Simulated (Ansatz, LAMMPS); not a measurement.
# Molecular dynamics of glassy 46SiO2-16Al2O3-16BaO-16Li2O-5Sc2O3 (mol %) (121 atoms)

Wanted: a short trajectory of glassy 46SiO2-16Al2O3-16BaO-16Li2O-5Sc2O3 (mol %) (121 atoms) with its pair distributions.

Calculated with Ansatz 0.2.0; Kohn-Sham DFT, PBE, PAW (set soft_2), plane waves.

## 1. Starting point

The cell holds 121 atoms: 17 Si, 12 Al, 6 Ba, 12 Li, 4 Sc and 70 O. Cell: a = 11.589 Å, b = 11.589 Å, c = 11.589 Å, α = 90.0°, β = 90.0°, γ = 90.0°. 121 atoms (17 Si, 12 Al, 6 Ba, 12 Li, 4 Sc, 70 O) placed at random at 3.16 g/cm³, melted at 4000 K for 10 ps at fixed volume with the Morse and Coulomb pair potential with partial charges (Pedone, Malavasi, Menziani, Cormack and Segre, J. Phys. Chem. B 110, 11780 (2006)). Quenched from 4000 K to 300 K at 300 K/ps and fixed volume, held 10 ps at zero pressure, then minimised at fixed cell.

Limits known from the start: The quench rate of 300 K/ps is orders of magnitude faster than experiment, which tends to freeze in extra defects. The starting topology of bonds comes from the classical model. Sampling is at Γ alone, for a cell whose shortest periodic width is 12 Å. The levels lack spin–orbit coupling, which is large for the heavy elements here.

## 2. Dynamics at 300 K

A Nosé–Hoover thermostat steers the temperature while disturbing the dynamics little. The time step is 1.0 fs.

input.yaml reads:

```yaml
crystal:
  lattice:
    - [11.58873, 0.0, 0.0]
    - [0.0, 11.58873, 0.0]
    - [0.0, 0.0, 11.58873]
  atoms:
    - { symbol: Si, position: [0.19508, 0.26544, 0.59986] }
    - { symbol: Si, position: [0.75171, 0.93241, 0.02233] }
    - { symbol: Si, position: [0.40769, 0.77161, 0.97174] }
    - { symbol: Si, position: [0.99834, 0.67834, 0.22958] }
    [... 111 atom lines left out ...]
    - { symbol: O, position: [0.65547, 0.70552, 0.57368] }
    - { symbol: O, position: [0.4642, 0.48339, 0.44808] }
    - { symbol: O, position: [0.52828, 0.46697, 0.1042] }
    - { symbol: O, position: [0.68351, 0.61328, 0.16424] }
    - { symbol: O, position: [0.06541, 0.90723, 0.85739] }
    - { symbol: O, position: [0.86109, 0.47435, 0.04999] }
kpoints:
  mp_grid: { grid: [1, 1, 1] }
hamiltonian:
  xc: pbe
scf:
  occupations: { method: fixed }
output:
  forces: true
md:
  timestep: 1.0
  n_steps: 139
  ensemble: nvt_nose_hoover
  temperature: 300
  initial_velocities: maxwell_boltzmann
  seed: 4983
```

Launch:

```
> ansatz run input.yaml --threads 4 --pin off --max-ram 8192MiB --backend cpu --events-out ev --progress --plain --runs-dir out
```

Run time: 31 min. Hardware: 4 threads of AMD EPYC 7R43, shared host; peak memory 2.4 GiB; 1.9 h of CPU time.

The program notes that it switched symmetry off.

The trajectory, sampled:

| time (fs) | T (K) | potential (meV/atom) | conserved (meV/atom) |
| --- | --- | --- | --- |
| 0.0 | 300 | 0.0 | 0.00 |
| 9.0 | 387 | -11.3 | -0.06 |
| 19.0 | 329 | -3.9 | 0.00 |
| 28.0 | 300 | -0.5 | -0.03 |
| 37.0 | 263 | 4.1 | 0.00 |
| 46.0 | 358 | -8.4 | -0.05 |
| 56.0 | 308 | -2.3 | 0.00 |
| 65.0 | 315 | -3.6 | -0.04 |
| 74.0 | 303 | -2.5 | -0.02 |
| 83.0 | 323 | -5.5 | -0.03 |
| 93.0 | 314 | -4.9 | -0.02 |
| 102.0 | 338 | -8.6 | -0.03 |
| 111.0 | 315 | -6.3 | -0.02 |
| 120.0 | 325 | -8.4 | -0.04 |
| 130.0 | 294 | -5.2 | -0.02 |
| 139.0 | 315 | -8.6 | -0.05 |

Mean square displacement from the first frame to the last: Si 0.019 Å², Al 0.017 Å², Ba 0.043 Å², Li 0.28 Å², Sc 0.076 Å², O 0.057 Å².

The mean square displacement by time lag:

| time lag (fs) | Al (Å²) | Ba (Å²) | Li (Å²) | O (Å²) | Sc (Å²) | Si (Å²) |
| --- | --- | --- | --- | --- | --- | --- |
| 1.0 | 2.3e-5 | 4.5e-6 | 9.9e-5 | 5.3e-5 | 1.6e-5 | 3.0e-5 |
| 6.0 | 8.0e-4 | 1.6e-4 | 0.00353 | 0.00185 | 5.9e-4 | 0.00102 |
| 9.0 | 0.00174 | 3.6e-4 | 0.00779 | 0.00397 | 0.00131 | 0.00215 |
| 15.0 | 0.00431 | 9.9e-4 | 0.0203 | 0.00957 | 0.00355 | 0.00496 |
| 21.0 | 0.00715 | 0.00191 | 0.0362 | 0.0155 | 0.00669 | 0.00750 |
| 26.0 | 0.00923 | 0.00288 | 0.0502 | 0.0198 | 0.00982 | 0.00890 |
| 29.0 | 0.0102 | 0.00355 | 0.0584 | 0.0222 | 0.0119 | 0.00942 |
| 35.0 | 0.0117 | 0.00505 | 0.0735 | 0.0268 | 0.0162 | 0.0100 |
| 41.0 | 0.0126 | 0.00677 | 0.0863 | 0.0314 | 0.0207 | 0.0106 |
| 44.0 | 0.0129 | 0.00770 | 0.0919 | 0.0337 | 0.0229 | 0.0110 |
| 49.0 | 0.0133 | 0.00934 | 0.100 | 0.0374 | 0.0266 | 0.0119 |
| 55.0 | 0.0138 | 0.0114 | 0.109 | 0.0412 | 0.0306 | 0.0131 |
| 61.0 | 0.0143 | 0.0137 | 0.119 | 0.0442 | 0.0343 | 0.0142 |
| 64.0 | 0.0147 | 0.0149 | 0.124 | 0.0456 | 0.0359 | 0.0148 |
| 70.0 | 0.0156 | 0.0173 | 0.136 | 0.0485 | 0.0391 | 0.0159 |

Over the second half of 139 fs the temperature averages 316 K with swings of 13 K r.m.s. The conserved energy stays within 0.07 meV/atom. From first frame to last Li has the largest mean square displacement, 0.28 Å² at the end; the farthest move is 1.31 Å. The count of bonds goes from 235 in the first frame to 238 in the last, by one set of cutoffs: 6 pairs passed out of them and 9 came within. The run spans 0.14 ps, too short for its means to be equilibrium values.

## 3. Structure statistics late in the run

The g(r) is a mean over the second half; what follows it is taken at the last frame.

Density 3.21 g/cm³, 12.86 Å³ an atom.

Mean of 15 frames. g(r), total and by pair (bins of 0.2 Å):

| r (Å) | total | O-O | O-Si | O-Al | O-Li | O-Ba | O-Sc |
| --- | --- | --- | --- | --- | --- | --- | --- |
| 1.50 | 0.33 | 0.00 | 2.01 | 0.00 | 0.00 | 0.00 | 0.00 |
| 1.70 | 2.65 | 0.00 | 10.91 | 6.99 | 0.59 | 0.00 | 0.00 |
| 1.90 | 0.94 | 0.00 | 0.08 | 4.24 | 2.92 | 0.00 | 2.57 |
| 2.10 | 0.54 | 0.00 | 0.00 | 0.19 | 2.74 | 0.00 | 5.33 |
| 2.30 | 0.22 | 0.02 | 0.00 | 0.10 | 0.99 | 0.02 | 2.04 |
| 2.50 | 0.63 | 1.19 | 0.04 | 0.08 | 0.59 | 1.78 | 0.49 |
| 2.70 | 1.53 | 3.32 | 0.07 | 0.27 | 0.87 | 1.89 | 0.17 |
| 2.90 | 1.32 | 2.15 | 0.16 | 0.20 | 0.74 | 2.15 | 0.11 |
| 3.10 | 1.12 | 1.25 | 0.53 | 0.58 | 0.86 | 1.62 | 0.22 |
| 3.30 | 0.97 | 0.81 | 0.81 | 0.95 | 0.62 | 1.15 | 0.42 |
| 3.50 | 0.96 | 0.67 | 1.02 | 1.46 | 0.90 | 0.53 | 0.59 |
| 3.70 | 0.87 | 0.68 | 1.11 | 1.12 | 0.97 | 0.53 | 1.29 |
| 3.90 | 0.96 | 0.62 | 1.29 | 0.97 | 1.27 | 0.76 | 0.93 |
| 4.10 | 1.06 | 0.56 | 1.67 | 1.43 | 1.40 | 1.26 | 1.00 |
| 4.30 | 1.06 | 0.71 | 1.48 | 1.74 | 1.25 | 1.06 | 1.52 |
| 4.50 | 1.01 | 0.95 | 1.18 | 1.26 | 1.24 | 0.85 | 1.43 |
| 4.70 | 0.97 | 1.17 | 0.70 | 0.91 | 1.04 | 0.76 | 1.67 |
| 4.90 | 1.00 | 1.23 | 0.66 | 0.63 | 1.00 | 1.09 | 1.20 |
| 5.10 | 1.02 | 1.31 | 0.68 | 0.71 | 0.82 | 1.15 | 0.50 |
| 5.30 | 1.01 | 1.18 | 0.93 | 0.82 | 0.79 | 1.41 | 0.54 |
| 5.50 | 1.02 | 1.11 | 1.08 | 0.97 | 0.90 | 0.92 | 0.51 |
| 5.70 | 0.95 | 1.01 | 0.84 | 0.97 | 0.85 | 0.98 | 1.02 |

Bonds by pair of elements; cutoffs follow the first minimum of g(r), held within bounds set by covalent radii, and pairs that aren't listed don't count as bonded:

| pair A-B | cutoff (Å) | bonds | mean length (Å) | spread (Å) | shortest (Å) | B about A | A about B |
| --- | --- | --- | --- | --- | --- | --- | --- |
| O-Si | 2.16 | 68 | 1.65 | 0.052 | 1.55 | 0.971 | 4 |
| O-Al | 2.23 | 50 | 1.80 | 0.08 | 1.67 | 0.714 | 4.17 |
| O-Li | 2.48 | 43 | 2.09 | 0.183 | 1.66 | 0.614 | 3.58 |
| O-Ba | 3.74 | 56 | 3.02 | 0.344 | 2.42 | 0.8 | 9.33 |
| O-Sc | 2.76 | 21 | 2.11 | 0.139 | 1.91 | 0.3 | 5.25 |

How many atoms have how many bonded neighbours:

| element | mean | 2 | 3 | 4 | 5 | 6 | 8 | 9 | 10 | 11 |
| --- | --- | --- | --- | --- | --- | --- | --- | --- | --- | --- |
| Al | 4.17 | 0 | 0 | 10 | 2 | 0 | 0 | 0 | 0 | 0 |
| Ba | 9.33 | 0 | 0 | 0 | 0 | 0 | 1 | 3 | 1 | 1 |
| Li | 3.58 | 0 | 5 | 7 | 0 | 0 | 0 | 0 | 0 | 0 |
| O | 3.4 | 5 | 34 | 29 | 2 | 0 | 0 | 0 | 0 | 0 |
| Sc | 5.25 | 0 | 0 | 0 | 3 | 1 | 0 | 0 | 0 | 0 |
| Si | 4 | 0 | 0 | 17 | 0 | 0 | 0 | 0 | 0 | 0 |

Bond angles, per cent of each kind in bins of 5°:

| angle (°) | O-Si-O | O-Al-O | Ba-O-Si | O-Li-O | O-Sc-O |
| --- | --- | --- | --- | --- | --- |
| 60–65 | 0.0 | 0.0 | 1.7 | 0.0 | 0.0 |
| 65–70 | 0.0 | 0.0 | 3.5 | 1.8 | 2.2 |
| 70–75 | 0.0 | 0.0 | 0.0 | 5.3 | 0.0 |
| 75–80 | 0.0 | 0.0 | 5.2 | 8.8 | 13.3 |
| 80–85 | 0.0 | 1.2 | 3.5 | 12.3 | 4.4 |
| 85–90 | 0.0 | 8.8 | 6.9 | 8.8 | 8.9 |
| 90–95 | 1.0 | 10.0 | 8.6 | 5.3 | 26.7 |
| 95–100 | 10.8 | 12.5 | 15.5 | 3.5 | 6.7 |
| 100–105 | 17.6 | 7.5 | 10.3 | 5.3 | 2.2 |
| 105–110 | 27.5 | 21.2 | 8.6 | 3.5 | 4.4 |
| 110–115 | 22.5 | 11.3 | 6.9 | 3.5 | 4.4 |
| 115–120 | 12.7 | 13.8 | 5.2 | 5.3 | 2.2 |
| 120–125 | 5.9 | 2.5 | 10.3 | 5.3 | 2.2 |
| 125–130 | 2.0 | 3.8 | 3.5 | 7.0 | 2.2 |
| 130–135 | 0.0 | 1.2 | 1.7 | 10.5 | 0.0 |
| 135–140 | 0.0 | 1.2 | 1.7 | 1.8 | 4.4 |
| 140–145 | 0.0 | 2.5 | 5.2 | 3.5 | 0.0 |
| 145–150 | 0.0 | 0.0 | 1.7 | 5.3 | 2.2 |
| 150–155 | 0.0 | 0.0 | 0.0 | 0.0 | 2.2 |
| 155–160 | 0.0 | 0.0 | 0.0 | 3.5 | 4.4 |
| 160–165 | 0.0 | 0.0 | 0.0 | 0.0 | 2.2 |
| 165–170 | 0.0 | 0.0 | 0.0 | 0.0 | 2.2 |
| 170–175 | 0.0 | 0.0 | 0.0 | 0.0 | 0.0 |
| 175–180 | 0.0 | 2.5 | 0.0 | 0.0 | 2.2 |

Bond angles (no mean is given where the spread exceeds 20°):

| angle | count | mean (°) | spread (°) |
| --- | --- | --- | --- |
| O-Si-O | 102 | 109 | 7 |
| O-Al-O | 80 | 109 | 16.8 |
| Ba-O-Si | 58 | 105 | 19.1 |
| O-Li-O | 57 | - | - |
| O-Sc-O | 45 | - | - |

Oxygen atoms by the number of network formers (Si, P, Ge, B, Al, As, Ga) bound to them:

| network formers bound to O | O atoms | per cent |
| --- | --- | --- |
| 0 | 1 | 1.4 |
| 1 | 24 | 34.3 |
| 2 | 41 | 58.6 |
| 3 | 4 | 5.7 |

Network units: each former by its oxygen neighbours and how many of them bridge to another former:

| former | O neighbours | bridging O | atoms |
| --- | --- | --- | --- |
| Si | 4 | 2 | 4 |
| Si | 4 | 3 | 12 |
| Si | 4 | 4 | 1 |
| Al | 4 | 2 | 1 |
| Al | 4 | 3 | 1 |
| Al | 4 | 4 | 8 |
| Al | 5 | 4 | 1 |
| Al | 5 | 5 | 1 |

Bond length by coordination (bonds to H left out):

| element | coordination | atoms | mean bond length (Å) |
| --- | --- | --- | --- |
| Al | 4 | 10 | 1.78 |
| Al | 5 | 2 | 1.88 |
| Ba | 8 | 1 | 2.92 |
| Ba | 9 | 3 | 3.00 |
| Ba | 10 | 1 | 3.12 |
| Ba | 11 | 1 | 3.06 |
| Li | 3 | 5 | 2.03 |
| Li | 4 | 7 | 2.12 |
| O | 2 | 5 | 1.73 |
| O | 3 | 34 | 1.96 |
| O | 4 | 29 | 2.26 |
| O | 5 | 2 | 2.60 |
| Sc | 5 | 3 | 2.10 |
| Sc | 6 | 1 | 2.14 |

Rings of the network by King's shortest-path rule, up to 12 atoms, one path for each pair of neighbours; H, halogens, alkali and alkaline-earth atoms are left out, and the last column divides by all other atoms, bonded or not:

| ring size (atoms) | rings | per network atom |
| --- | --- | --- |
| 4 | 2 | 0.019 |
| 6 | 9 | 0.087 |
| 8 | 13 | 0.126 |
| 10 | 26 | 0.252 |
| 12 | 13 | 0.126 |

Counting bonds as in the table, 83 % of Al atoms have 4, 50 % of Ba atoms have 9, 58 % of Li atoms have 4 and 49 % of O atoms have 3 bonded neighbours. The O-Si-O angle averages 109° with a spread of 7°. Counting bonds to Si and Al alone, not to Sc, 59 % of the oxygens join two of these atoms and 34 % one; 6 % join three; 1 % join none. The commonest Si unit has 4 oxygens, 3 of them shared with other formers (12 of 17 atoms). Rings of 10 atoms are the most common (41 % of those counted); sizes run from 4 to 12, where the search stops.

## 4. Single point at the last frame

The last frame is solved again with fuller output, to read the electronic structure of a thermally displaced geometry.

input.yaml reads:

```yaml
crystal:
  lattice:
    - [11.58873, 0.0, 0.0]
    - [0.0, 11.58873, 0.0]
    - [0.0, 0.0, 11.58873]
  atoms:
    - { symbol: Si, position: [0.18664, 0.26567, 0.58982] }
    - { symbol: Si, position: [0.74531, 0.93612, 0.02286] }
    - { symbol: Si, position: [0.40202, 0.77077, 0.96885] }
    - { symbol: Si, position: [0.00966, 0.67636, 0.23407] }
    [... 111 atom lines left out ...]
    - { symbol: O, position: [0.67981, 0.70365, 0.57961] }
    - { symbol: O, position: [0.46274, 0.48532, 0.44192] }
    - { symbol: O, position: [0.51965, 0.47015, 0.10726] }
    - { symbol: O, position: [0.69134, 0.60831, 0.1705] }
    - { symbol: O, position: [0.07345, 0.90382, 0.83276] }
    - { symbol: O, position: [0.84999, 0.47136, 0.05121] }
kpoints:
  mp_grid: { grid: [1, 1, 1] }
hamiltonian:
  xc: pbe
scf:
  occupations: { method: fixed }
output:
  forces: true
  stress: true
  populations: intrinsic
  dos:
    method: { smearing: { sigma: 0.1 } }
    de: 0.1
    projected: { site_lists: { Al: [Al], Ba: [Ba], Li: [Li], O: [O], Sc: [Sc] } }
  eigenvalues: true
  write_density: true
  write_potential: true
  volumetric_format: npy
```

Elapsed: 42 s, on 4 threads; peak memory 2.4 GiB.

Read from the output:

```yaml
free_energy: -103830.1411 eV
free_energy_per_atom: -858.1003 eV/atom
scf_cycles: 10
pressure: 2.031 GPa
r_m_s_force_component: 0.7443 eV/Å
longest_force: 3.201 eV/Å
fermi_energy: 4.782 eV
spacing_of_highest_filled_and_lowest_empty_level: 3.713 eV
```

Neighbours are counted within 2.16 Å (O-Si), 2.23 Å (O-Al), 2.48 Å (O-Li), 3.74 Å (O-Ba), 2.76 Å (O-Sc), the cutoffs taken from the dynamics.

Length of the force by element and coordination:

| element | coordination | atoms | mean length of the force (eV/Å) | spread | least | most |
| --- | --- | --- | --- | --- | --- | --- |
| Al | all | 12 | 1.46 | 0.426 | 0.962 | 2.34 |
| Al | 4 | 10 | 1.53 | 0.432 | 0.962 | 2.34 |
| Al | 5 | 2 | 1.13 | 0.157 | 0.972 | 1.29 |
| Ba | all | 6 | 0.624 | 0.265 | 0.228 | 1.05 |
| Ba | 8 | 1 | 1.05 | 0 | 1.05 | 1.05 |
| Ba | 9 | 3 | 0.511 | 0.201 | 0.228 | 0.656 |
| Ba | 10 | 1 | 0.388 | 0 | 0.388 | 0.388 |
| Ba | 11 | 1 | 0.768 | 0 | 0.768 | 0.768 |
| Li | all | 12 | 0.669 | 0.458 | 0.239 | 2.00 |
| Li | 3 | 5 | 0.622 | 0.246 | 0.342 | 1.02 |
| Li | 4 | 7 | 0.704 | 0.560 | 0.239 | 2.00 |
| O | all | 70 | 1.09 | 0.543 | 0.217 | 2.78 |
| O | 2 | 5 | 1.09 | 0.153 | 0.930 | 1.28 |
| O | 3 | 34 | 1.15 | 0.475 | 0.242 | 2.10 |
| O | 4 | 29 | 1.01 | 0.629 | 0.217 | 2.78 |
| O | 5 | 2 | 1.18 | 0.719 | 0.459 | 1.90 |
| Sc | all | 4 | 0.979 | 0.257 | 0.685 | 1.39 |
| Sc | 5 | 3 | 1.08 | 0.222 | 0.894 | 1.39 |
| Sc | 6 | 1 | 0.685 | 0 | 0.685 | 0.685 |
| Si | all | 17 | 1.65 | 0.723 | 0.631 | 3.20 |

Intrinsic-atomic-orbital charges by element and coordination:

| element | coordination | atoms | mean charge (e) | spread | least | most |
| --- | --- | --- | --- | --- | --- | --- |
| Al | all | 12 | 1.25 | 0.046 | 1.16 | 1.34 |
| Al | 4 | 10 | 1.25 | 0.0491 | 1.16 | 1.34 |
| Al | 5 | 2 | 1.23 | 0.0179 | 1.22 | 1.25 |
| Ba | all | 6 | 1.87 | 0.0135 | 1.85 | 1.89 |
| Ba | 8 | 1 | 1.86 | 0 | 1.86 | 1.86 |
| Ba | 9 | 3 | 1.87 | 0.0165 | 1.85 | 1.89 |
| Ba | 10 | 1 | 1.88 | 0 | 1.88 | 1.88 |
| Ba | 11 | 1 | 1.87 | 0 | 1.87 | 1.87 |
| Li | all | 12 | 0.796 | 0.0212 | 0.771 | 0.845 |
| Li | 3 | 5 | 0.808 | 0.0257 | 0.772 | 0.845 |
| Li | 4 | 7 | 0.788 | 0.0112 | 0.771 | 0.805 |
| O | all | 70 | -0.974 | 0.0914 | -1.28 | -0.856 |
| O | 2 | 5 | -0.881 | 0.0289 | -0.938 | -0.861 |
| O | 3 | 34 | -0.954 | 0.0681 | -1.20 | -0.856 |
| O | 4 | 29 | -1.01 | 0.106 | -1.28 | -0.880 |
| O | 5 | 2 | -0.996 | 0.014 | -1.01 | -0.982 |
| Sc | all | 4 | 1.23 | 0.0467 | 1.19 | 1.31 |
| Sc | 5 | 3 | 1.24 | 0.0488 | 1.20 | 1.31 |
| Sc | 6 | 1 | 1.19 | 0 | 1.19 | 1.19 |
| Si | all | 17 | 1.61 | 0.0386 | 1.54 | 1.67 |

States in the cell by windows of 1 eV, zero at the Fermi level; the larger projections on atomic orbitals stand beside the total:

| from (eV) | to (eV) | total | O p | Sc d |
| --- | --- | --- | --- | --- |
| -10 | -9 | 1.4 | 0.1 | 0.0 |
| -9 | -8 | 5.9 | 4.0 | 0.0 |
| -8 | -7 | 13.9 | 9.5 | 0.0 |
| -7 | -6 | 19.2 | 13.7 | 0.1 |
| -6 | -5 | 29.3 | 22.0 | 0.2 |
| -5 | -4 | 52.4 | 40.8 | 0.7 |
| -4 | -3 | 60.8 | 50.8 | 0.9 |
| -3 | -2 | 79.6 | 70.9 | 1.4 |
| -2 | -1 | 90.8 | 84.3 | 1.1 |
| -1 | 0 | 65.8 | 62.2 | 0.6 |
| 0 | 1 | 2.3 | 2.2 | 0.0 |
| 1 | 3 | 0.0 | 0.0 | 0.0 |
| 3 | 4 | 2.4 | 0.1 | 0.7 |
| 4 | 5 | 19.1 | 1.5 | 12.4 |

With fixed occupations the program's Fermi level is the highest filled level; weight inside the gap is the broadening of levels at its edges.

Between -26 and -10 eV lie 194 more states.

The stored curve holds about 615 of the 664 electrons; the rest, give or take the few that broadening carries across the Fermi level, lie in deeper levels below its range.

Not all projections were asked for or kept, so they needn't add up to the total.

The levels nearest the highest filled one (over half full), pooled over k-points and spins:

| level less the highest filled one (eV) | occupation |
| --- | --- |
| -0.179 | 2 |
| -0.170 | 2 |
| -0.144 | 2 |
| -0.109 | 2 |
| -0.0819 | 2 |
| 0 | 2 |
| 3.71 | 0 |
| 4.03 | 0 |
| 4.35 | 0 |
| 4.42 | 0 |
| 4.52 | 0 |
| 4.56 | 0 |

Mean intrinsic-atomic-orbital charges: Al +1.25, Ba +1.87, Li +0.80, O -0.97, Sc +1.23, Si +1.61 e. The largest share in the top eV of filled states is O p (97 % of the projected weight), and in the lowest eV of empty states Sc d (68 % of the projected weight).

## 5. Results

```
mean temperature, second half                                : 316.4 K
temperature swing, second half                               : 13.42 K
slope of the conserved energy against time, by least squares : -0.119 meV/atom/ps
free energy per atom                                         : -858.1003 eV/atom
pressure                                                     : 2.031 GPa
r.m.s. force component                                       : 0.7443 eV/Å
gap (highest filled to lowest empty level)             : 3.713 eV
wall time of the 2 DFT runs                                  : 31 min
```

What this shows: Over the second half of 139 fs the temperature averages 316 K with swings of 13 K r.m.s. The conserved energy stays within 0.07 meV/atom. The count of bonds goes from 235 in the first frame to 238 in the last, by one set of cutoffs: 6 pairs passed out of them and 9 came within. The run spans 0.14 ps, too short for its means to be equilibrium values. Counting bonds as in the table, 83 % of Al atoms have 4, 50 % of Ba atoms have 9, 58 % of Li atoms have 4 and 49 % of O atoms have 3 bonded neighbours. Counting bonds to Si and Al alone, not to Sc, 59 % of the oxygens join two of these atoms and 34 % one; 6 % join three; 1 % join none. The highest filled and lowest empty levels differ by 3.71 eV (at Γ alone); a semilocal functional tends to put such gaps too low. In a disordered cell it changes from sample to sample, and tail or defect levels can set it.

What to keep in mind: The network of bonds at the start is that of the classical potential that made the cell; in DFT 6 of its 235 bonded pairs passed out of the cutoffs and 9 came within them. The pressure of 2.0 GPa is that of one thermal frame at a volume set beforehand, without the kinetic term.

[Logs are printed without paths, hosts, clocks, repeated set-up lines and the standing remarks that a program may print on its own settings, such as how far it seeks lower states.]

[Hosts, paths, dates, database ids (printed as entryN), source tags and the programs' standing remarks are cut or masked in the printed files.]
